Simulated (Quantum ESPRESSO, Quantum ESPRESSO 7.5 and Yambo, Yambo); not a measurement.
**Ga2O3 (R-3c): G0W0 with Yambo, start to end**

How does a plane-wave GW calculation on Ga2O3 (R-3c) run from the first input to the gap?

Main program and level: Quantum ESPRESSO 7.5 and Yambo 5.3.0; PBE and many-body steps on it, plane waves.

**The experiments to reproduce.**

- Gap 5.2 eV: optical gap from Tauc plot assuming direct gap; largest value, film grown at 250 C; UV-vis transmittance/reflectance, Tauc plot; film on c-plane sapphire (“Low temperature growth and optical properties of alpha-Ga2O3 deposited on sapphire by plasma enhanced atomic layer deposition”, 2019, arxiv:1908.06914).

- Gap 5.3 eV: direct optical gap from Tauc plot, upper end of the 5.1-5.3 eV range over the samples; UV-visible transmission; film (mist-CVD epitaxial films grown with different carrier gases) on Al2O3 (0001) (“Influence of Carrier Gases on the Quality of Epitaxial Corundum-Structured α-Ga2O3 Films Grown by Mist Chemical Vapor Deposition Method”, 2019, pmc:6888560).

- Gap 5.04 eV: direct optical gap from Tauc plot; UV-vis transmittance, Tauc plot; film on Al2O3 (“Ti Alloyed α-Ga2O3: Route towards Wide Band Gap Engineering”, 2020, pmc:7766553).

- Gap 5.6 eV: direct band-to-band gap from Tauc plot; UV-Vis absorption, Tauc plot; film (163 nm mist CVD film on c-plane sapphire) on Al2O3 (sapphire) (“Optical properties of mist CVD grown alpha-Ga2O3”, 2019, arxiv:1907.13072).

- Gap 5.62 ± 0.02 eV: lowest direct band-to-band transition E0, E parallel to c (M1-type CP); abstract instead prints 5.44 eV, which Table III gives as the exciton energy; generalized spectroscopic ellipsometry, critical-point model; 300 K; film (51.8 nm PAMBE film, fully lattice-relaxed) on m-plane Al2O3 (“Anisotropic dielectric functions, band-to-band transitions, and critical points in alpha-Ga2O3”, 2021, arxiv:2101.06595).

This is a selection; 1 further report is not listed.

## 1. Starting point

It takes space group R-3c (No. 167, trigonal). The conventional cell has a = 4.997 Å, b = 4.997 Å, c = 13.451 Å, α = 90.00°, β = 90.00°, γ = 120.00°. Nearest to Ga lie 6 O at 1.93 to 2.08 Å. O has 4 Ga at 1.93 to 2.08 Å nearest. Farther neighbours and most contacts between anions are not listed.

The cell and positions are those that the Materials Project relaxed with its own functionals (PBE, PBE+U or r2SCAN), kept fixed. This is not the form that Ga2O3 usually takes at ambient conditions.

## 2. Ground state

This step: Quantum ESPRESSO 7.5; DFT, PBE, plane waves, norm-conserving pseudopotentials.

The ground-state density comes first.

pw.in

```
&control
  calculation = 'scf'
  prefix = 'x'
  outdir = 'o'
  pseudo_dir = 'pseudo'
/
&system
  ibrav = 0
  nat = 10
  ntyp = 2
  ecutwfc = 104.0
  nbnd = 69
  force_symmorphic = .true.
/
&electrons
  conv_thr = 1e-10
  electron_maxstep = 80
  mixing_beta = 0.5
/
ATOMIC_SPECIES
  Ga 69.723 Ga.upf
  O 15.999 O.upf
CELL_PARAMETERS angstrom
  2.4986991939 1.4426246522 4.4835497685
  -2.4986991939 1.4426246522 4.4835497685
  0.0000000000 -2.8852493044 4.4835497685
ATOMIC_POSITIONS crystal
  Ga 0.8555855800 0.8555855800 0.8555855800
  Ga 0.6444144200 0.6444144200 0.6444144200
  Ga 0.1444144200 0.1444144200 0.1444144200
  Ga 0.3555855800 0.3555855800 0.3555855800
  O 0.7500000000 0.4468328200 0.0531671800
  O 0.4468328200 0.0531671800 0.7500000000
  O 0.0531671800 0.7500000000 0.4468328200
  O 0.2500000000 0.5531671800 0.9468328200
  O 0.9468328200 0.2500000000 0.5531671800
  O 0.5531671800 0.9468328200 0.2500000000
K_POINTS automatic
  6 6 6 0 0 0
```

Run with:

```sh
$ OMP_NUM_THREADS=1 mpirun -n 32 pw.x -nk 8 -in pw.in > pw.out
```

What it wrote:

```text
Program PWSCF v.7.5 starts

     This program is part of the open-source Quantum ESPRESSO suite
     for quantum simulation of materials; please cite
         "P. Giannozzi et al., J. Phys.:Condens. Matter 21 395502 (2009);
         "P. Giannozzi et al., J. Phys.:Condens. Matter 29 465901 (2017);
         "P. Giannozzi et al., J. Chem. Phys. 152 154105 (2020);
     in publications or presentations arising from this work. More details at
     Message from routine setup:
     using ibrav=0 with symmetry is DISCOURAGED, use correct ibrav instead

     bravais-lattice index     =            0
     lattice parameter (alat)  =      10.0754  a.u.
     unit-cell volume          =     654.3908 (a.u.)^3
     number of atoms/cell      =           10
     number of atomic types    =            2
     number of electrons       =       120.00
     number of Kohn-Sham states=           69
     kinetic-energy cutoff     =     104.0000  Ry
     charge density cutoff     =     416.0000  Ry
     scf convergence threshold =      1.0E-10
     mixing beta               =       0.5000
     number of iterations used =            8  plain     mixing
     Exchange-correlation= PBE
                           (   1   4   3   4   0   0   0)

     celldm(1)=  10.075427  celldm(2)=   0.000000  celldm(3)=   0.000000
     celldm(4)=   0.000000  celldm(5)=   0.000000  celldm(6)=   0.000000

     crystal axes: (cart. coord. in units of alat)
               a(1) = (   0.468651   0.270576   0.840925 )
               a(2) = (  -0.468651   0.270576   0.840925 )
               a(3) = (   0.000000  -0.541151   0.840925 )

     reciprocal axes: (cart. coord. in units 2 pi/alat)
               b(1) = (  1.066892  0.615971  0.396389 )
               b(2) = ( -1.066892  0.615971  0.396389 )
               b(3) = (  0.000000 -1.231941  0.396389 )
     Pseudo is Norm-conserving + core correction, Zval = 21.0
     Generated using ONCVPSP code by D. R. Hamann
     Using radial grid of 1902 points,  6 beta functions with:
     Pseudo is Norm-conserving + core correction, Zval =  6.0
     Generated using ONCVPSP code by D. R. Hamann
     Using radial grid of  936 points,  5 beta functions with:
     Ga               21.00    69.72300     Ga( 1.00)
     O                 6.00    15.99900     O ( 1.00)

      6 Sym. Ops., with inversion, found

   Cartesian axes

     site n.     atom                  positions (alat units)
         1        Ga     tau(   1) = (  -0.0000000   0.0000000   2.1584505  )
         2        Ga     tau(   2) = (  -0.0000000  -0.0000000   1.6257130  )
         3        Ga     tau(   3) = (   0.0000000   0.0000000   0.3643252  )
         4        Ga     tau(   4) = (  -0.0000000  -0.0000000   0.8970627  )
         5        O      tau(   5) = (   0.1420795   0.2950623   1.0511565  )
         6        O      tau(   6) = (   0.1844917  -0.2705757   1.0511565  )
         7        O      tau(   7) = (  -0.3265713  -0.0244867   1.0511565  )
         8        O      tau(   8) = (  -0.1420795  -0.2950623   1.4716191  )
         9        O      tau(   9) = (   0.3265713   0.0244867   1.4716191  )
        10        O      tau(  10) = (  -0.1844917   0.2705757   1.4716191  )

     number of k points=    40
                       cart. coord. in units 2pi/alat
        k(    1) = (   0.0000000   0.0000000   0.0000000), wk =   0.0092593
        k(    2) = (   0.0000000  -0.2053235   0.0660648), wk =   0.0555556
        k(    3) = (   0.0000000  -0.4106471   0.1321296), wk =   0.0555556
        k(    4) = (   0.0000000   0.6159706  -0.1981944), wk =   0.0277778
        k(    5) = (  -0.1778154  -0.1026618   0.1321296), wk =   0.0555556
        k(    6) = (  -0.1778154  -0.3079853   0.1981944), wk =   0.0555556
        k(    7) = (  -0.1778154   0.7186324  -0.1321296), wk =   0.0555556
        k(    8) = (  -0.1778154   0.5133089  -0.0660648), wk =   0.0555556
        k(    9) = (  -0.1778154   0.3079853   0.0000000), wk =   0.0555556
        k(   10) = (  -0.3556308  -0.2053235   0.2642592), wk =   0.0555556
     [... 28 further rows ...]
        k(   39) = (  -0.1778154  -0.5133089  -0.1321296), wk =   0.0555556
        k(   40) = (   0.7112616  -0.2053235   0.2642592), wk =   0.0555556

     Dense  grid:    93727 G-vectors     FFT dimensions: (  72,  72,  72)

     Initial potential from superposition of free atoms

     starting charge     119.9893, renormalised to     120.0000
     Starting wfcs are   76 randomized atomic wfcs

     per-process dynamical memory:    43.0 Mb

     Self-consistent Calculation

     iteration #  1     ecut=   104.00 Ry     beta= 0.50

     total energy              =   -2184.75143867 Ry
     estimated scf accuracy    <       2.13631273 Ry

     iteration #  2     ecut=   104.00 Ry     beta= 0.50

     total energy              =   -2185.38507307 Ry
     estimated scf accuracy    <       0.34959146 Ry

     iteration #  3     ecut=   104.00 Ry     beta= 0.50

     total energy              =   -2185.43897947 Ry
     estimated scf accuracy    <       0.01544150 Ry

     iteration #  4     ecut=   104.00 Ry     beta= 0.50

     total energy              =   -2185.44027781 Ry
     estimated scf accuracy    <       0.00293961 Ry

     iteration #  5     ecut=   104.00 Ry     beta= 0.50

     total energy              =   -2185.44077032 Ry
     estimated scf accuracy    <       0.00007586 Ry

     iteration #  6     ecut=   104.00 Ry     beta= 0.50

     total energy              =   -2185.44069311 Ry
     estimated scf accuracy    <       0.00018433 Ry

     iteration #  7     ecut=   104.00 Ry     beta= 0.50

     total energy              =   -2185.44072942 Ry
     estimated scf accuracy    <       0.00000037 Ry

     iteration #  8     ecut=   104.00 Ry     beta= 0.50

     total energy              =   -2185.44072952 Ry
     estimated scf accuracy    <       0.00000005 Ry

     iteration #  9     ecut=   104.00 Ry     beta= 0.50

     total energy              =   -2185.44072952 Ry
     estimated scf accuracy    <       0.00000001 Ry

     iteration # 10     ecut=   104.00 Ry     beta= 0.50

     total energy              =   -2185.44072953 Ry
     estimated scf accuracy    <          1.5E-09 Ry

     iteration # 11     ecut=   104.00 Ry     beta= 0.50

     End of self-consistent calculation

          k = 0.0000 0.0000 0.0000 ( 11739 PWs)   bands (ev):

  -130.2991-130.2990-130.2990-130.2988 -81.0522 -81.0519 -81.0499 -81.0498
   -81.0285 -81.0285 -81.0284 -81.0284 -81.0269 -81.0269 -81.0266 -81.0266
    -7.8787  -5.9124  -5.9124  -5.8618  -5.8480  -5.8480  -1.7566  -1.7566
    -1.6656  -1.6656  -1.6037  -1.5704  -1.5305  -1.5305  -1.4922  -1.4922
    -1.4413  -1.4413  -1.3698  -1.3698  -1.3667  -1.3618  -1.1122  -1.1122
    -0.4979  -0.4979   3.8497   4.5292   5.7905   5.7905   6.8013   7.0983
     7.4571   7.4571   7.7603  10.0026  10.0026  10.4870  10.4870  10.6932
    10.6970  10.6970  10.7684  10.7684  13.8517  17.7027  17.8663  19.8989
    21.2188  21.2188  21.3036  21.9899  22.2075

          k = 0.0000-0.2053 0.0661 ( 11725 PWs)   bands (ev):

  -130.2991-130.2990-130.2990-130.2989 -81.0521 -81.0519 -81.0499 -81.0499
   -81.0285 -81.0284 -81.0284 -81.0283 -81.0269 -81.0269 -81.0268 -81.0267
    -7.7538  -6.0255  -5.9218  -5.9153  -5.8626  -5.8339  -1.7423  -1.7392
    -1.6638  -1.6595  -1.6030  -1.5721  -1.5227  -1.5212  -1.5044  -1.4968
[...]
20.3187  20.9690  21.8989  21.9756  22.6816

          k = 0.0000-0.4106 0.1321 ( 11703 PWs)   bands (ev):

  -130.2991-130.2990-130.2990-130.2989 -81.0520 -81.0520 -81.0499 -81.0499
[...]
-1.6492  -1.6423  -1.5991  -1.5805  -1.5393  -1.5309  -1.5014  -1.4987
    -1.4595  -1.4466  -1.4070  -1.3709  -1.3641  -1.2572  -1.1351  -1.0838
    -0.8238  -0.6684   4.3212   4.8176   4.8902   6.3654   7.0512   7.7305
     7.8193   8.5017   8.8823   9.0341   9.3440   9.4016  10.0257  10.0556
    10.2986  10.3803  10.8264  10.9597  16.1552  17.4892  18.1493  18.7585
    20.2773  20.5945  21.8162  22.4257  22.6636

          k = 0.0000 0.6160-0.1982 ( 11710 PWs)   bands (ev):

     [... further k-points ...]

     highest occupied, lowest unoccupied level (ev):    11.0180   13.8517

!    total energy              =   -2185.44072953 Ry
     estimated scf accuracy    <          4.8E-11 Ry

     The total energy is the sum of the following terms:
     one-electron contribution =   -1552.67206077 Ry
     hartree contribution      =     817.18608183 Ry
     xc contribution           =    -257.98943545 Ry
     ewald contribution        =   -1191.96531514 Ry

     convergence has been achieved in  11 iterations

     XML data file, charge density, pseudopotentials, collected wavefunctions

=------------------------------------------------------------------------------=
   JOB DONE.
=------------------------------------------------------------------------------=
```

Run time: 34 s. Hardware: 32 MPI ranks of Arm Neoverse V2, shared host; peak memory 2.9 GiB.

This step gave:

```yaml
total_energy: -29734.4359 eV
gap: 2.834 eV
k_of_the_valence_top: 0, 0.1667, -0.1667
k_of_the_conduction_bottom: 0, 0, 0
least_direct_gap: 3.083 eV
```

The gap is indirect, with the least direct gap 0.25 eV higher.

[end of part 1 of 3]

[Paths, hosts, dates, memory and timing lines, banners, echoed tables and standing remarks are left out of the program output.]

[Logs are printed without paths, hosts, clocks, repeated set-up lines and the standing remarks that a program may print on its own settings, such as how far it seeks lower states.]

[Runs of the session that timed out or met a known fault of the program may be left out.]

[Hosts, paths, dates, database ids (printed as entryN), source tags and the programs' standing remarks are cut or masked in the printed files.]
